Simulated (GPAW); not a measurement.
## A GW chain in GPAW: AlGaN2 (P-4m2)

Aim: the G0W0 gap of AlGaN2 (P-4m2) on LDA, step by step.

Calculated with GPAW 26.7.0; LDA and many-body steps on it, plane waves.

This is a report of a sequence of runs, with most program output left out.

### 1. The structure

Symmetry: P-4m2, No. 115, tetragonal system. The conventional cell has a = 3.141 Å, b = 3.141 Å, c = 4.424 Å, α = 90.00°, β = 90.00°, γ = 90.00°. Nearest to Al lie 4 N at 1.89 Å. Nearest to Ga lie 4 N at 1.95 Å. N has 2 Al at 1.89 Å and 2 Ga at 1.95 Å nearest. Farther neighbours and most contacts between anions are not listed.

The cell and positions are those that the Materials Project relaxed with its own functionals (PBE, PBE+U or r2SCAN), kept fixed.

### 2. Ground state

This step: GPAW 26.7.0; DFT, LDA, plane waves, PAW.

The ground-state density comes first.

run.py reads:

```python
import json
import numpy as np
from gpaw.mpi import world
from ase import Atoms
from gpaw import GPAW, PW, FermiDirac

atoms = Atoms(['Al', 'Ga', 'N', 'N'],
    cell=[[3.1408770487, 0.0000000000, 0.0000000000],
      [0.0000000000, 3.1408770487, 0.0000000000],
      [0.0000000000, 0.0000000000, 4.4238379400]],
    scaled_positions=[[0.5000000000, 0.5000000000, 0.5000000000],
      [0.0000000000, 0.0000000000, 0.0000000000],
      [0.5000000000, 0.0000000000, 0.7382648100],
      [0.0000000000, 0.5000000000, 0.2617351900]],
    pbc=(True, True, True))
calc = GPAW(mode=PW(600),
    xc='LDA',
    kpts={'size': (8, 8, 6), 'gamma': True},
    occupations=FermiDirac(0.001),
    nbands=-8,
    convergence={'density': 1e-6, 'bands': -3},
    maxiter=100,
    txt='gs.txt')
atoms.calc = calc
res = {'energy': atoms.get_potential_energy()}
kpts = calc.get_ibz_k_points()
res['kpts'] = kpts
res['eigenvalues'] = [calc.get_eigenvalues(kpt=k) for k in range(len(kpts))]
res['n_electrons'] = calc.get_number_of_electrons()
calc.write('gs.gpw')

if world.rank == 0:
    with open('result.json', 'w') as f:
        json.dump(res, f, default=lambda x: x.tolist())
```

Run with:

```console
$ mpirun -n 4 gpaw python run.py
```

It took 6.4 s on 4 MPI ranks of Arm Neoverse V2, shared host; peak memory 0.65 GiB.

This step gave:

```yaml
total_energy: -29.91 eV
gap: 2.933 eV
k_of_the_valence_top: 0, 0, 0
k_of_the_conduction_bottom: 0, 0, 0
least_direct_gap: 2.933 eV
```

The gap is direct, at Γ.

### 3. Empty states on the mesh, 4×4×4 mesh, 109 bands

The sums over transitions need many empty states on a uniform mesh; this step solves for them.

run.py reads:

```python
import json
import numpy as np
from gpaw.mpi import world
from gpaw import GPAW

calc = GPAW('gs.gpw').fixed_density(kpts={'size': (4, 4, 4), 'gamma': True},
    parallel={'domain': 1, 'band': 1},
    txt='nscf.txt')
calc.diagonalize_full_hamiltonian(nbands=109)
calc.write('full.gpw', mode='all')
res = {}
kpts = calc.get_ibz_k_points()
res['kpts'] = kpts
res['eigenvalues'] = [calc.get_eigenvalues(kpt=k) for k in range(len(kpts))]
res['n_electrons'] = calc.get_number_of_electrons()

if world.rank == 0:
    with open('result.json', 'w') as f:
        json.dump(res, f, default=lambda x: x.tolist())
```

Run with:

```console
$ mpirun -n 4 gpaw python run.py
```

The job ended after 16 s (4 MPI ranks; peak memory 1.3 GiB; 64 s of CPU time).

This step gave:

| Property | Result |
| --- | --- |
| gap | 2.933 eV |
| k of the valence top | 0, 0, 0 |
| k of the conduction bottom | 0, 0, 0 |
| least direct gap | 2.933 eV |
| k points computed | 18 |
| lowest point of the top converged band, above the valence top | 87.9876 eV |

On this mesh the gap is 2.933 eV.

### 4. Screening and self-energy, 4×4×4 mesh, 99 bands, screening to 100 eV

G0W0 replaces the xc potential by the self-energy, built once from these orbitals. Only a window of levels is corrected, while the sums run over the empty bands that the input names.

This step: G0W0 on LDA, plane waves, PAW.

run.py reads:

```python
import json
import numpy as np
from gpaw.mpi import world
from gpaw.response.g0w0 import G0W0

gw = G0W0('full.gpw',
    filename='gw',
    kpts=[0],
    bands=(6, 10),
    ecut=100,
    nbands=99,
    integrate_gamma='WS',
    ppa=True)
gw.calculate()
res = {mode: {k: v for k, v in r.items() if k != 'sigma_eskwn'}
       for mode, r in gw.all_results.items()}

if world.rank == 0:
    with open('result.json', 'w') as f:
        json.dump(res, f, default=lambda x: x.tolist())
```

Run with:

```console
$ mpirun -n 4 gpaw python run.py
```

It took 22 s on 4 MPI ranks; peak memory 1.1 GiB; 86 s of CPU time.

Numbers from this step:

| Property | Result |
| --- | --- |
| G0W0 gap on the points computed | 4.397 eV |
| least direct G0W0 gap on the computed points | 4.397 eV |
| Z at the valence top | 0.7886 |
| Z at the conduction bottom | 0.8175 |
| starting gap on the mesh | 2.933 eV |
| k of the valence top | 0, 0, 0 |
| k of the conduction bottom | 0, 0, 0 |

The gap on the mesh goes from 2.93 eV to 4.40 eV, a correction of +1.46 eV.

Limits: finite bands, cutoff and mesh; no spin-orbit coupling; coarse k mesh. v1 is the top filled band, c1 the lowest empty one. Levels before and after the correction, in eV, zero at the valence-band top of each column:

```
           conduction bottom  valence top
Kohn-Sham               2.93         0.00
     G0W0               4.40         0.00
```

```
             level  energy (eV)
Kohn-Sham  Γ v2-v1        0.000
Kohn-Sham     Γ c1        2.933
Kohn-Sham     Γ c2        3.529
     G0W0  Γ v2-v1        0.000
     G0W0     Γ c1        4.397
     G0W0     Γ c2        4.615
```

### 5. Where the time went

Times are wall times on 4 MPI ranks of Arm Neoverse V2, shared host, good to a factor of about two.

```
                     step   time  share  memory (GiB)
             ground state  6.4 s   14 %          0.65
 empty states on the mesh   16 s   36 %           1.3
screening and self-energy   22 s   49 %           1.1
```

### 6. Outcome

| Property | Result |
| --- | --- |
| LDA gap | 2.93 eV, direct |
| G0W0 gap on the mesh | 4.40 eV |
| GW settings | 4×4×4 mesh, 99 bands, screening to 100 eV, Godby-Needs plasmon pole |
| known limits | not at the basis limit; no spin-orbit coupling; coarse k mesh |

G0W0 moves the gap on the mesh from 2.93 eV to 4.40 eV (+1.46 eV), with Z of 0.79 and 0.82 at the edges. Only 1 of the mesh's irreducible points was corrected, so a valley elsewhere could overtake. Bands and cutoff are finite, so the gap is not at the basis limit. The miss can reach some tenths of an eV and take either sign; the mesh is an error of its own. These stock PAW sets were not made for GW; the filled d or f shell of Ga lies in the frozen core, which bears on start and correction. In the G0W0 run levels were corrected at 1 k point alone, so a gap called «on the mesh» is the least over those, and an edge elsewhere would be missed. The 4×4×4 mesh is coarse for this cell, which bears on the long-range parts of exchange and screening. The many-body steps are scalar-relativistic: spin-orbit coupling is not in them.

[Paths, hosts, dates, memory and timing lines, banners, echoed tables and standing remarks are left out of the program output.]

[Logs are printed without paths, hosts, clocks, repeated set-up lines and the standing remarks that a program may print on its own settings, such as how far it seeks lower states.]

[Runs of the session that timed out or met a known fault of the program may be left out.]

[Hosts, paths, dates, database ids (printed as entryN), source tags and the programs' standing remarks are cut or masked in the printed files.]
